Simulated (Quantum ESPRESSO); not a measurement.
# SiC (Moissanite): optical modes of a strained layer

Aim: strain and stress coefficients of the optical modes of SiC (Moissanite) under biaxial strain in the (0001) plane.

Calculated with Quantum ESPRESSO 7.5; DFT LDA, scalar-relativistic, plane waves, PseudoDojo norm-conserving pseudopotentials.

## Step 1: The relaxed structure

It takes space group P6_3mc (No. 186, hexagonal). Conventional cell: a = 3.054 Å, b = 3.054 Å, c = 5.012 Å, α = 90.00°, β = 90.00°, γ = 120.00°. Si has 4 C at 1.87 to 1.88 Å nearest. Nearest to C lie 4 Si at 1.87 to 1.88 Å. Farther neighbours are not listed.

Structure file:

```
CELL_PARAMETERS angstrom
3.05401 0.00000 0.00000
-1.52701 2.64485 0.00000
0.00000 0.00000 5.01218
ATOMIC_POSITIONS crystal
Si 0.33333 0.66667 0.00460
Si 0.66667 0.33333 0.50460
C 0.33333 0.66667 0.38040
C 0.66667 0.33333 0.88040
```

This is the cell after its relaxation at this level of theory, not the database cell from which that began.

## Step 2: Strained cells

The in-plane lattice vectors are held at a strain ε, as on a substrate; the length along z is set so that σ_zz vanishes, and the atoms are relaxed. Modes are taken without the LO-TO term. Cutoff 90 Ry, k mesh 9×9×6.

From the response at ε = -0.03:

Output:

```text
[banners, grids, parts of the stress and lines that vanish by symmetry left out]
Program PHONON v.7.5
     Reading xml data from directory:

[...]
Exchange-correlation= PW
                           (   1   4   0   0   0   0   0)
[...]
kinetic-energy cut-off    =      90.0000  Ry
     charge density cut-off    =     360.0000  Ry
     convergence threshold     =      1.0E-18
[...]
Exchange-correlation= PW
                           (   1   4   0   0   0   0   0)
[...]
q = (   0.0000000   0.0000000   0.0000000 )
     13 Sym.Ops. (with q -> -q+G )
     G cutoff =  285.7759  (  29853 G-vectors)     FFT grid: ( 36, 36, 60)
     number of k points=    48
[...]
Mode symmetry, C_6v (6mm)  point group:
[...]
Dielectric constant
[...]
End of electric fields calculation
          Dielectric constant in cartesian axis
          (       6.763507861      -0.000000001       0.000000000 )
          (      -0.000000001       6.763507860      -0.000000000 )
          (       0.000000000      -0.000000000       7.275711428 )
          Effective charges (d Force / dE) in cartesian axis without acoustic sum rule applied (asr)
           atom    1  Si    Mean Z*:        2.77150
      Ex  (        2.70959        0.00000        0.00000 )
      Ey  (        0.00000        2.70959        0.00000 )
      Ez  (        0.00000        0.00000        2.89533 )
           atom    2  Si    Mean Z*:        2.77150
      Ex  (        2.70959        0.00000       -0.00000 )
      Ey  (        0.00000        2.70959        0.00000 )
      Ez  (       -0.00000       -0.00000        2.89533 )
           atom    3  C     Mean Z*:       -2.78047
      Ex  (       -2.72306        0.00000       -0.00000 )
      Ey  (        0.00000       -2.72306        0.00000 )
      Ez  (        0.00000        0.00000       -2.89527 )
           atom    4  C     Mean Z*:       -2.78047
      Ex  (       -2.72306        0.00000        0.00000 )
      Ey  (        0.00000       -2.72306       -0.00000 )
      Ez  (       -0.00000        0.00000       -2.89527 )
          Effective charges Sum: Mean:       -0.01793
[...]
Effective charges (d Force / dE) in cartesian axis with asr applied:
           atom    1  Si    Mean Z*:        2.77598
[...]
atom    2  Si    Mean Z*:        2.77598
[...]
atom    3  C     Mean Z*:       -2.77598
[...]
atom    4  C     Mean Z*:       -2.77598
[...]
Representation #   1 mode #   1
[...]
End of self-consistent calculation
     Convergence has been achieved
     Representation #   2 mode #   2
[...]
Convergence has been achieved
     Representation #   7 modes #   9  10
[...]
End of self-consistent calculation
     Convergence has been achieved
     Representation #   8 modes #  11  12
[...]
End of self-consistent calculation
     Convergence has been achieved
[...]
Dielectric constant in cartesian axis
          (       6.763507861      -0.000000001       0.000000000 )
          (      -0.000000001       6.763507860      -0.000000000 )
          (       0.000000000      -0.000000000       7.275711428 )
          Effective charges (d Force / dE) in cartesian axis without acoustic sum rule applied (asr)
           atom    1  Si    Mean Z*:        2.77150
      Ex  (        2.70959        0.00000        0.00000 )
      Ey  (        0.00000        2.70959        0.00000 )
      Ez  (        0.00000        0.00000        2.89533 )
           atom    2  Si    Mean Z*:        2.77150
      Ex  (        2.70959        0.00000       -0.00000 )
      Ey  (        0.00000        2.70959        0.00000 )
      Ez  (       -0.00000       -0.00000        2.89533 )
           atom    3  C     Mean Z*:       -2.78047
      Ex  (       -2.72306        0.00000       -0.00000 )
      Ey  (        0.00000       -2.72306        0.00000 )
      Ez  (        0.00000        0.00000       -2.89527 )
           atom    4  C     Mean Z*:       -2.78047
      Ex  (       -2.72306        0.00000        0.00000 )
      Ey  (        0.00000       -2.72306       -0.00000 )
      Ez  (       -0.00000        0.00000       -2.89527 )
          Effective charges Sum: Mean:       -0.01793
[...]
Effective charges (d Force / dE) in cartesian axis with asr applied:
           atom    1  Si    Mean Z*:        2.77598
[...]
atom    2  Si    Mean Z*:        2.77598
[...]
atom    3  C     Mean Z*:       -2.77598
[...]
atom    4  C     Mean Z*:       -2.77598
[...]
q = (    0.000000000   0.000000000   0.000000000 )
[...]
freq (    1) =      -0.042134 [THz] =      -1.405445 [cm-1]
     freq (    2) =      -0.040371 [THz] =      -1.346643 [cm-1]
     freq (    3) =      -0.040371 [THz] =      -1.346643 [cm-1]
     freq (    4) =       7.692419 [THz] =     256.591491 [cm-1]
     freq (    5) =       7.692419 [THz] =     256.591491 [cm-1]
     freq (    6) =      18.608459 [THz] =     620.711393 [cm-1]
     freq (    7) =      24.146492 [THz] =     805.440288 [cm-1]
     freq (    8) =      24.906141 [THz] =     830.779427 [cm-1]
     freq (    9) =      24.906141 [THz] =     830.779427 [cm-1]
     freq (   10) =      25.808799 [THz] =     860.888878 [cm-1]
     freq (   11) =      25.808799 [THz] =     860.888879 [cm-1]
     freq (   12) =      26.178874 [THz] =     873.233234 [cm-1]
[...]
Mode symmetry, C_6v (6mm)  point group:
     freq (   1-   1) =         -1.4  [cm-1]   --> A_1             I+R
     freq (   2-   3) =         -1.3  [cm-1]   --> E_1             I+R
     freq (   4-   5) =        256.6  [cm-1]   --> E_2             R
     freq (   6-   6) =        620.7  [cm-1]   --> B_1
     freq (   7-   7) =        805.4  [cm-1]   --> A_1             I+R
     freq (   8-   9) =        830.8  [cm-1]   --> E_2             R
     freq (  10-  11) =        860.9  [cm-1]   --> E_1             I+R
     freq (  12-  12) =        873.2  [cm-1]   --> B_1

   JOB DONE.
```

The run at ε = -0.01 is held back.

| ε | ε_zz | σ_xx (GPa, tension positive) | E2(high) (cm⁻¹) | A1(TO) (cm⁻¹) |
| --- | --- | --- | --- | --- |
| -0.03 | 0.0064 | -21.08 | 830.78 | 805.44 |
| -0.02 | 0.0042 | -13.52 | 810.56 | 792.80 |
| -0.01 | 0.0020 | -6.50 | held back | held back |
| 0 | 0.0000 | 0.00 | 768.35 | 771.53 |
| 0.01 | -0.0019 | 5.99 | 746.54 | 762.77 |
| 0.02 | -0.0038 | 11.49 | 724.37 | 755.17 |
| 0.03 | -0.0056 | 16.52 | 701.92 | 748.68 |

## Step 3: The fit

Parabolas ω = ω₀ + a ε + b ε² through the other rows:

| mode | ω₀ (cm⁻¹) | a (cm⁻¹) | b (cm⁻¹) |
| --- | --- | --- | --- |
| E2(high) | 768.3 | -2150 | -2181 |
| A1(TO) | 771.6 | -944 | 6113 |

The biaxial modulus, the linear term of σ_xx, is 626 GPa, so the E2(high) mode moves by a/M = -3.4 cm⁻¹ a GPa of tensile stress. The ratio −ε_zz/ε near zero is 0.20. For ε = -0.01 the fits predict 789.60 and 781.61 cm⁻¹.

## Step 4: The run that was held back

Output:

```text
[banners, grids, parts of the stress and lines that vanish by symmetry left out]
[banner, memory and clock lines left out]
Program PHONON v.7.5

[...]
Exchange-correlation= PW
                           (   1   4   0   0   0   0   0)
[...]
kinetic-energy cut-off    =      90.0000  Ry
     charge density cut-off    =     360.0000  Ry
     convergence threshold     =      1.0E-18
[...]
Exchange-correlation= PW
                           (   1   4   0   0   0   0   0)
[...]
q = (   0.0000000   0.0000000   0.0000000 )
     13 Sym.Ops. (with q -> -q+G )
     G cutoff =  297.6820  (  31005 G-vectors)     FFT grid: ( 36, 36, 60)
     number of k points=    48
[...]
Mode symmetry, C_6v (6mm)  point group:
[...]
Dielectric constant
[...]
End of electric fields calculation
          Dielectric constant in cartesian axis
          (       6.836423293       0.000000000       0.000000000 )
          (      -0.000000000       6.836423297       0.000000000 )
          (       0.000000000       0.000000000       7.213543919 )
          Effective charges (d Force / dE) in cartesian axis without acoustic sum rule applied (asr)
           atom    1  Si    Mean Z*:        2.75618
      Ex  (        2.69102        0.00000        0.00000 )
      Ey  (        0.00000        2.69102        0.00000 )
      Ez  (        0.00000       -0.00000        2.88651 )
           atom    2  Si    Mean Z*:        2.75618
      Ex  (        2.69102       -0.00000        0.00000 )
      Ey  (       -0.00000        2.69102        0.00000 )
      Ez  (        0.00000        0.00000        2.88651 )
[...]
atom    4  C     Mean Z*:       -2.76440
      Ex  (       -2.70341       -0.00000        0.00000 )
      Ey  (       -0.00000       -2.70341        0.00000 )
      Ez  (       -0.00000       -0.00000       -2.88638 )
          Effective charges Sum: Mean:       -0.01643
[...]
Effective charges (d Force / dE) in cartesian axis with asr applied:
           atom    1  Si    Mean Z*:        2.76029
[...]
atom    2  Si    Mean Z*:        2.76029
[...]
atom    3  C     Mean Z*:       -2.76029
[...]
atom    4  C     Mean Z*:       -2.76029
[...]
q = (    0.000000000   0.000000000   0.000000000 )
[...]
freq (    1) =      -0.014032 [THz] =      -0.468056 [cm-1]
     freq (    2) =      -0.011846 [THz] =      -0.395137 [cm-1]
     freq (    3) =      -0.011846 [THz] =      -0.395137 [cm-1]
     freq (    4) =       7.747781 [THz] =     258.438171 [cm-1]
     freq (    5) =       7.747781 [THz] =     258.438171 [cm-1]
     freq (    6) =      18.165835 [THz] =     605.947030 [cm-1]
     freq (    7) =      23.428629 [THz] =     781.494952 [cm-1]
     freq (    8) =      23.676242 [THz] =     789.754411 [cm-1]
     freq (    9) =      23.676242 [THz] =     789.754411 [cm-1]
     freq (   10) =      24.639756 [THz] =     821.893790 [cm-1]
     freq (   11) =      24.639756 [THz] =     821.893791 [cm-1]
     freq (   12) =      25.555826 [THz] =     852.450583 [cm-1]
[...]
Mode symmetry, C_6v (6mm)  point group:
     freq (   1-   1) =         -0.5  [cm-1]   --> A_1             I+R
     freq (   2-   3) =         -0.4  [cm-1]   --> E_1             I+R
     freq (   4-   5) =        258.4  [cm-1]   --> E_2             R
     freq (   6-   6) =        605.9  [cm-1]   --> B_1
     freq (   7-   7) =        781.5  [cm-1]   --> A_1             I+R
     freq (   8-   9) =        789.8  [cm-1]   --> E_2             R
     freq (  10-  11) =        821.9  [cm-1]   --> E_1             I+R
     freq (  12-  12) =        852.5  [cm-1]   --> B_1
```

It gives 789.75 and 781.49 cm⁻¹.

## Step 5: What came out

```yaml
strain_coefficient_of_the_e2_high_mode: -2150 cm⁻¹
strain_coefficient_of_the_a1_to_mode: -944 cm⁻¹
biaxial_modulus: 626 GPa
```

In words: One per cent of tensile strain moves the E2(high) mode of SiC (Moissanite) by -21.5 cm⁻¹ and the A1(TO) mode by -9.4 cm⁻¹; the fits miss the run held back by up to 0.15 cm⁻¹. At 3 % strain the quadratic term is 3 % of the linear one for the E2(high) mode and 19 % for the A1(TO) mode. These are harmonic values at zero temperature, without the LO-TO term, for a homogeneous, dislocation-free layer.

[Host names and launcher messages were left out of these logs when they were recorded.]

[Logs are printed without paths, hosts, clocks, repeated set-up lines and the standing remarks that a program may print on its own settings, such as how far it seeks lower states.]

[Hosts, paths, dates, database ids (printed as entryN), source tags and the programs' standing remarks are cut or masked in the printed files.]
